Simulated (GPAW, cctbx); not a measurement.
# CrSi2Ir2: what bonding does to one electron reflection, worked out

CrSi2Ir2, P4/mbm (no. 127), a = 7.0879 Å, b = 7.0879 Å, c = 2.7976 Å, α = 90.00°, β = 90.00°, γ = 90.00°.

```csv
atom,mult.,x,y,z
Ir1,4,0.6464,0.8536,1/2
Cr1,2,1/2,1/2,0
Si1,4,0.8494,0.6506,0
```

The start was made by putting kin elements into a known structure type; the compound need not exist, or be stable, in this form.

A DFT run (GPAW, PBE, 450 eV, 8×4×4 k-points (along the axes of the calculation cell), Fermi–Dirac width 0.1 eV, spin-polarised) gives the static X-ray structure factor of 200 as 48.108 e for the conventional cell; superposed free atoms give 47.667 e. **Problem.** Find the Fourier component V of the crystal potential and the two-beam extinction distance at 300 kV in both cases.

**1. Geometry**

The cell volume is Ω = 140.54 Å³ and d(200) = 3.5440 Å, so g = 1/d = 0.2822 Å⁻¹.

**2. The nuclei**

Electrons feel nuclei as well as electrons, so the nuclear charges are summed with the same phases.

Phase sums Σ exp(2πi h·x), turned so that the total is real and positive: Ir +1.064, Cr -2.000, Si +1.263. Then F_Z = 77 × (+1.064) + 24 × (-2.000) + 14 × (+1.263) = 51.57 e. The electron term has the same sign for this reflection.

**3. Mott–Bethe**

Poisson's equation, term by term, gives V = (e/4πε₀)(F_Z − F)/(πΩg²), with e/4πε₀ = 14.3996 V Å.

The prefactor is 14.3996 × 3.5440²/(π × 140.54) = 0.40962 V per electron. Free atoms: (51.57 − 47.667) × 0.40962 = 1.600 V. Crystal: (51.57 − 48.108) × 0.40962 = 1.419 V. F changes by +0.93 % and V by -11.3 %: the same 0.44 e is measured against F_Z − F = 3.9 e in place of F = 47.7 e.

**4. Extinction distance**

In the two-beam case ξ = 1/(λU) with U = 2γm₀eV/h², that is ξ = 150.41 V Å²/(γλV).

At 300 kV, λ = 0.01969 Å and γ = 1.5871. Free atoms: ξ = 3009 Å. Crystal: ξ = 3392 Å. The thickness fringes go as sin²(πt/ξ), so the two patterns slip by a quarter of a period when t|1/ξ₁ − 1/ξ₀| = 1/4, at t ≈ 666 nm. Thermal motion, absorption and many-beam coupling, left out here, change a real pattern.

**5. Answer**

V(200) is 1.42 V against 1.60 V, and ξ is 3392 against 3009 Å. Limits: static atoms, two beams; a ferromagnetic start is the only order tried, and the real ground state may be antiferromagnetic or insulating.

[Outputs are excerpts: Python notices, other lines and further rows are left out; steps that failed or that the build refused (PBEsol, TPSS) are not shown.]

[Logs are printed without paths, hosts, clocks, repeated set-up lines and the standing remarks that a program may print on its own settings, such as how far it seeks lower states.]
